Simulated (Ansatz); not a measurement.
# A hypothetical structure for LaInSi3, part 2 of 2

This structure for LaInSi3 is made up. Its elements were placed in a known structure type with a cell scaled to their sizes. What cell does the guess relax to, and how far off was it?

Ansatz 0.2.0; DFT, PBE, plane-wave PAW, files of the set soft_1, scalar-relativistic, no spin, cell and ions relaxed at zero pressure; PAW set soft_1 (the session's first sound run).

So far: Set-up; Relaxation of the guess. The relaxed cell has a = 4.853, c = 9.232 Å (conventional setting).

## (3) Bands of the relaxed cell

With the geometry fixed, one more self-consistent run, with a narrower smearing and the mesh shown in its input, gives the bands, and its pressure, and its forces where symmetry allows any, show how far the geometry depends on these settings.

This step: DFT, PBE, plane-wave PAW, files of the set soft_1, scalar-relativistic, no spin, bands and density of states at the relaxed cell; PAW set soft_1 (Ansatz 0.2.0).

The input, input.yaml:

```yaml
crystal:
  lattice:
    - [-2.4264310684, 2.4264310684, 4.6160318936]
    - [2.4264310684, -2.4264310684, 4.6160318936]
    - [2.4264310684, 2.4264310684, -4.6160318936]
  atoms:
    - { symbol: La, position: [0.6053977132, 0.6053977132, 0.0] }
    - { symbol: In, position: [0.2275857938, 0.2275857938, 0.0] }
    - { symbol: Si, position: [-0.0601347807, -0.0601347807, 0.0] }
    - { symbol: Si, position: [0.8623756368, 0.3623756368, 0.5] }
    - { symbol: Si, position: [0.3623756368, 0.8623756368, 0.5] }
kpoints:
  mp_grid: { grid: [10, 10, 10] }
  band_path:
    path:
      - [[0.0, 0.0, 0.0], [0.0, 0.0, 0.5], [-0.13815554, 0.13815554, 0.5], [-0.31907777, 0.31907777, 0.31907777], [0.0, 0.0, 0.0], [0.5, 0.5, -0.5], [0.31907777, 0.68092223, -0.31907777], [0.0, 0.5, 0.0], [0.25, 0.25, 0.25], [0.5, 0.5, -0.13815554], [0.5, 0.5, -0.5]]
      - [[0.0, 0.0, 0.5], [0.25, 0.25, 0.25]]
    npoints: 7
scf:
  occupations: { method: fermi_dirac, width: 0.03 }
  n_extra_bands: 9
hamiltonian:
  xc: pbe
  pseudopotentials: { kind: paw, azcp: { folder: soft_1 } }
output:
  forces: true
  stress: true
  write_bands: true
  dos: { projected: true }
  write_density: true
  write_potential: true
  elf: true
  volumetric_format: npy
```

The run is started by

```sh
> ansatz run input.yaml --threads 4 --pin off --max-ram 8192MiB --backend cpu --events-out ev --progress --plain --runs-dir out
```

Numbers of over 12 decimals in the logs are rounded to 6 here.

The log of the run:

```text
La: projections on atomic orbitals take those of the free atom [Kr 4d10] 4f0 5s2 5p6 5d1 6s2, of charge +0.00 (hamiltonian.pseudopotentials.projection_atoms); the dataset's partial waves leave at most 1.9e-5 of an orbital's norm unspanned inside its sphere
[...]
Crystal: 5 atoms, lattice volume = 108.709 Å³
Basis set: ecut = 420 eV, 2115 PW (Γ), exchange–correlation on 80×80×80 points (8 copies of the dense FFT grid, shifted against one another)
Bands: 27, of which v1, the nominal top of the filled ones, is band 18 counted from 1 (17 counted from 0)
Symmetry: 8 space group operations
[...]
k-points: 102 of 1000 (time reversal used)
[...]
SCF iter   1: F=—  HF=-13757.094246 eV  |F-HF|=—  |Δ(HF+E_count)|=         —  Δρ=3.10e-2  dr2=2.43e0  ethr=3.10e-3  ⟨swp⟩=6.3  Hψ=14582  notcnv=0
[...]
SCF iter   8: F=-13756.416667 eV  HF=-13756.416667 eV  |F-HF|=2.14e-9  |Δ(HF+E_count)|=   1.12e-9  Δρ=4.67e-6  dr2=2.83e-8  ethr=2.78e-10  ⟨swp⟩=15.6  Hψ=22025  notcnv=0
SCF 1 converged in 8 iterations: F = -13756.416667 eV  dr2 = 2.83e-8
[...]
NSCF: frozen V_eff on 79 k-points
SCF converged after 8 iterations
Free energy (F): -13756.416667 eV
[...]
Internal energy: -13756.414110 eV  (E = F + TS)
E sigma→0 (E₀):  -13756.415389 eV
Entropy (-TS):   -0.002557 eV (-0.511 meV/atom)
Fermi energy:    10.468518 eV
[...]
--- Forces (eV/Å), atoms counted from 1 ---
  atom   1  La     0.00000000     0.00000000     0.00483733
  atom   2  In     0.00000000     0.00000000     0.04454680
  atom   3  Si    -0.00000000    -0.00000000    -0.07260247
  atom   4  Si    -0.00000000    -0.00000000     0.01160545
  atom   5  Si    -0.00000000    -0.00000000     0.01160545
  max |Σ_I F_I| component: 7.43e-6 eV/Å
--- Stress (GPa, compression-positive) ---
        0.176788       0.000000       0.000000
        0.000000       0.176788       0.000000
        0.000000       0.000000      -0.149040
  P = ⅓ Tr σ = 0.0682 GPa (0.682 kbar)
--- Band table (eV; the first three rows and the last of 102) ---
  k-point 0: bands = [... 14 lower, 6.0461, 8.3210, 9.2111, 9.2111, 9.4576, 11.2479, 11.5216, 11.9575, ... 5 higher]
  k-point 1: bands = [... 14 lower, 6.5722, 8.0590, 8.1742, 9.6730, 9.7424, 11.3900, 11.7631, 11.9617, ... 5 higher]
  k-point 2: bands = [... 14 lower, 7.6954, 7.7078, 7.9968, 9.7873, 10.5124, 11.1104, 11.5587, 11.9787, ... 5 higher]
  k-point 101: bands = [... 14 lower, 7.4215, 10.3094, 10.3094, 10.5996, 10.9969, 11.0706, 11.0706, 11.6748, ... 5 higher]
```

Wall time 13 s (4 threads of Arm Neoverse V2, shared host); peak memory 0.57 GiB.

In the SCF lines HF is the Harris–Foulkes energy and dr2 the Hartree energy of the density residual, in eV; the loop may stop once dr2 is under the threshold and the program's other checks hold. Hψ counts applications of the Hamiltonian.

This step gave:

| Quantity | Value |
| --- | --- |
| free energy | -13756.4167 eV |
| energy at zero smearing | -13756.4154 eV |
| smearing term TS | 0.002557 eV |
| Fermi energy | 10.47 eV |
| pressure | 0.06818 GPa |

bands.tsv at the labelled points (eV, zero at the Fermi level; the bands that come nearest the Fermi level along the path):

| point | band 15 | band 16 | band 17 | band 18 | band 19 | band 20 | band 21 | band 22 |
| --- | --- | --- | --- | --- | --- | --- | --- | --- |
| Γ | -4.42 | -2.15 | -1.26 | -1.26 | -1.01 | 0.78 | 1.05 | 1.49 |
| X | -2.94 | -2.36 | 1.17 | 1.17 | 1.27 | 1.42 | 1.43 | 1.52 |
| Y | -2.44 | -2.14 | -0.37 | 0.81 | 1.02 | 1.08 | 1.30 | 1.53 |
| S | -2.74 | -2.14 | -1.45 | -1.16 | 0.01 | 0.87 | 1.11 | 1.49 |
| Γ | -4.42 | -2.15 | -1.26 | -1.26 | -1.01 | 0.78 | 1.05 | 1.49 |
| Z | -3.05 | -0.16 | -0.16 | 0.13 | 0.53 | 0.60 | 0.60 | 1.21 |
| S1 | -2.74 | -2.14 | -1.45 | -1.16 | 0.01 | 0.87 | 1.11 | 1.49 |
| N | -2.85 | -2.52 | -1.63 | -0.56 | 0.12 | 0.60 | 1.02 | 1.41 |
| P | -2.66 | -2.66 | 0.10 | 1.18 | 1.32 | 1.32 | 1.43 | 1.55 |
| Y1 | -2.44 | -2.14 | -0.37 | 0.81 | 1.02 | 1.08 | 1.30 | 1.53 |
| Z | -3.05 | -0.16 | -0.16 | 0.13 | 0.53 | 0.60 | 0.60 | 1.21 |
| X | -2.94 | -2.36 | 1.17 | 1.17 | 1.27 | 1.42 | 1.43 | 1.52 |
| P | -2.66 | -2.66 | 0.10 | 1.18 | 1.32 | 1.32 | 1.43 | 1.55 |

States per cell as run, both spins, in windows of 1 eV, from dos.tsv (zero at the Fermi level):

```
from  to  total
  -8  -7   1.22
  -7  -6   1.41
  -6  -5   0.84
  -5  -4   1.59
  -4  -3   1.71
  -3  -2   3.45
  -2  -1   2.21
  -1   0   2.10
   0   1   3.45
```

Below -8 eV lie 21.4 more states.

Force by atom:

```tsv
atom	x (eV/Å)	y (eV/Å)	z (eV/Å)	size
La1	0.0000	0.0000	0.0048	0.0048
In2	0.0000	0.0000	0.0445	0.0445
Si3	0.0000	0.0000	-0.0726	0.0726
Si4	0.0000	0.0000	0.0116	0.0116
Si5	0.0000	0.0000	0.0116	0.0116
```

Electrostatic potential energy in the ab plane of the cell as run, not the conventional one, at fractional z = 0.000, with atoms of La and In and Si within 0.2 Å of it. With pseudopotentials it is smooth inside the atoms' cores, unlike the true potential.

Values in eV, 16 rows by 16 columns, each cell a mean:
```
-23 -10   7  11  11  10  10  11  11  12  12  10   2 -20 -11   3
-24 -14   5  11  12  11  10   9   8   9  10  10   6 -11 -21 -11
-20  -5   7  11  12  10   7   3   1   1   4   8   8   3 -11 -20
  1   6  10  12  11   9   3  -7 -17 -19 -12   0   7   8   6   2
 10  11  12  12  11   8   0 -18 -29 -28 -28 -18   0   8  10  10
 12  12  12  12  12   9   0 -21 -26  -8 -14 -28 -12   4  10  12
 12  12  12  12  12  10   3 -15 -27 -12  -8 -28 -19   1   9  12
 12  12  11  11  12  11   7  -3 -21 -27 -26 -29 -17   1   8  11
 10   9   7   7   9  10  10   6  -3 -15 -21 -18  -7   3   9  11
  8   1  -8 -10  -3   6  10  10   7   3   0   0   3   7  10  10
  5 -11 -24 -26 -23  -9   6  10  11  10   9   8   9  10  11  10
  5 -15 -27 -28 -28 -23  -3   9  12  12  12  11  11  12  12  11
  7  -9 -25 -28 -28 -26 -10   7  11  12  12  12  12  11  11  11
  8   1 -15 -25 -27 -24  -8   7  11  12  12  12  10   7   5   7
  1   6   1  -9 -15 -11   1   9  12  12  12  11   6  -5 -14 -10
-19   1   8   7   5   5   8  10  12  12  12  10   1 -20 -24 -23
```
Columns run along a (5.8 Å; values clipped at the 3rd and 97th percentile), rows up along b (5.8 Å). Atoms in or near the plane, at fractional coordinates: La at (0.61, 0.61), In at (0.23, 0.23), Si at (0.94, 0.94).

ELF in the ab plane of the cell as run, not the conventional one, at fractional z = 0.000, with atoms of La and In and Si within 0.2 Å of it. It is the smooth field of the valence electrons, not physical close to the nuclei.

Ten even steps from '0' (0.01) to '9' (0.83), each cell a mean:
```
5886322111258656
4675210111147865
6764101354325886
7653103899853578
5432115997895245
2222115961288312
2222213882179411
2233321698699511
2223331268998311
2222233113553102
2211123321110012
3200012332111123
4210012332223456
7421012232235678
9742222222246768
8974322222257645
```
Columns run along a (5.8 Å), rows up along b (5.8 Å). Atoms in or near the plane, at fractional coordinates: La at (0.61, 0.61), In at (0.23, 0.23), Si at (0.94, 0.94).

Valence density in the ab plane of the cell as run, not the conventional one, at fractional z = 0.000, with atoms of La and In and Si within 0.2 Å of it. It is the smooth field of the valence electrons, not physical close to the nuclei.

Values in units of 1e0 e/Å³, 16 rows by 16 columns, each cell a mean:
```
0.3 0.4 0.3 0.2 0.1 0.1 0.1 0.1 0.1 0.1 0.1 0.2 0.3 0.4 0.2 0.2
0.3 0.3 0.2 0.1 0.1 0.1 0.1 0.1 0.1 0.1 0.1 0.2 0.3 0.4 0.3 0.2
0.3 0.3 0.2 0.1 0.1 0.1 0.1 0.2 0.3 0.4 0.3 0.2 0.2 0.3 0.4 0.4
0.3 0.3 0.2 0.1 0.1 0.1 0.2 0.6 1.0 1.1 0.8 0.4 0.2 0.2 0.3 0.3
0.2 0.2 0.2 0.1 0.1 0.1 0.4 1.0 1.6 1.7 1.5 1.0 0.4 0.2 0.2 0.2
0.1 0.2 0.1 0.1 0.1 0.1 0.4 1.1 1.7 1.8 1.8 1.5 0.8 0.3 0.1 0.1
0.1 0.1 0.1 0.1 0.1 0.1 0.3 0.9 1.6 1.8 1.8 1.7 1.1 0.4 0.1 0.1
0.1 0.1 0.2 0.2 0.1 0.1 0.2 0.5 1.1 1.6 1.7 1.6 1.0 0.3 0.1 0.1
0.1 0.2 0.3 0.3 0.2 0.1 0.1 0.2 0.5 0.9 1.1 1.0 0.6 0.2 0.1 0.1
0.2 0.4 0.8 0.9 0.6 0.3 0.2 0.1 0.2 0.3 0.4 0.4 0.2 0.1 0.1 0.1
0.3 0.9 2.9 4.1 2.9 0.8 0.3 0.1 0.1 0.1 0.1 0.1 0.1 0.1 0.1 0.1
0.3 1.3 5.0 8.6 7.4 2.9 0.6 0.2 0.1 0.1 0.1 0.1 0.1 0.1 0.1 0.1
0.3 0.9 4.0 8.2 8.6 4.1 0.9 0.3 0.2 0.1 0.1 0.1 0.1 0.1 0.1 0.2
0.3 0.5 1.5 4.0 5.0 2.9 0.8 0.3 0.2 0.1 0.1 0.2 0.2 0.2 0.2 0.3
0.4 0.4 0.5 0.9 1.3 0.9 0.4 0.2 0.1 0.1 0.2 0.2 0.3 0.3 0.3 0.4
0.4 0.4 0.3 0.3 0.3 0.3 0.2 0.1 0.1 0.1 0.1 0.2 0.3 0.3 0.3 0.3
```
Columns run along a (5.8 Å), rows up along b (5.8 Å). Atoms in or near the plane, at fractional coordinates: La at (0.61, 0.61), In at (0.23, 0.23), Si at (0.94, 0.94).

## (4) What came out

| Quantity | Value |
| --- | --- |
| space group, relaxed | I4mm |
| conventional cell | a = 4.853, b = 4.853, c = 9.232 Å; α = 90.0°, β = 90.0°, γ = 90.0° |
| volume per atom | 21.74 Å³ (guess 21.44) |

LaInSi3 relaxes to I4mm with a = 4.853, b = 4.853 and c = 9.232 Å. The guessed volume was near the relaxed one. The space group I4mm was held in the relaxation, so the end point is a stationary structure within it and may be a saddle against distortions or other arrangements. Bands cross the Fermi level, so it is a metal or semimetal at this level. On the 10×10×10 mesh with the narrower smearing (relaxed on 8×8×8) the largest force component is 0.073 eV/Å and the largest stress component is 0.177 GPa, against the relaxation's thresholds of 0.015 eV/Å and 0.05 GPa. The cutoff wasn't tested. Spin-orbit coupling is left out, which can matter for elements this heavy. No dispersion term is used, so weakly bound directions may come out too long. Nothing here tests whether the compound is stable against decomposition.

[Logs are printed without paths, hosts, clocks, repeated set-up lines and the standing remarks that a program may print on its own settings, such as how far it seeks lower states.]

[Hosts, paths, dates, database ids (printed as entryN), source tags and the programs' standing remarks are cut or masked in the printed files.]
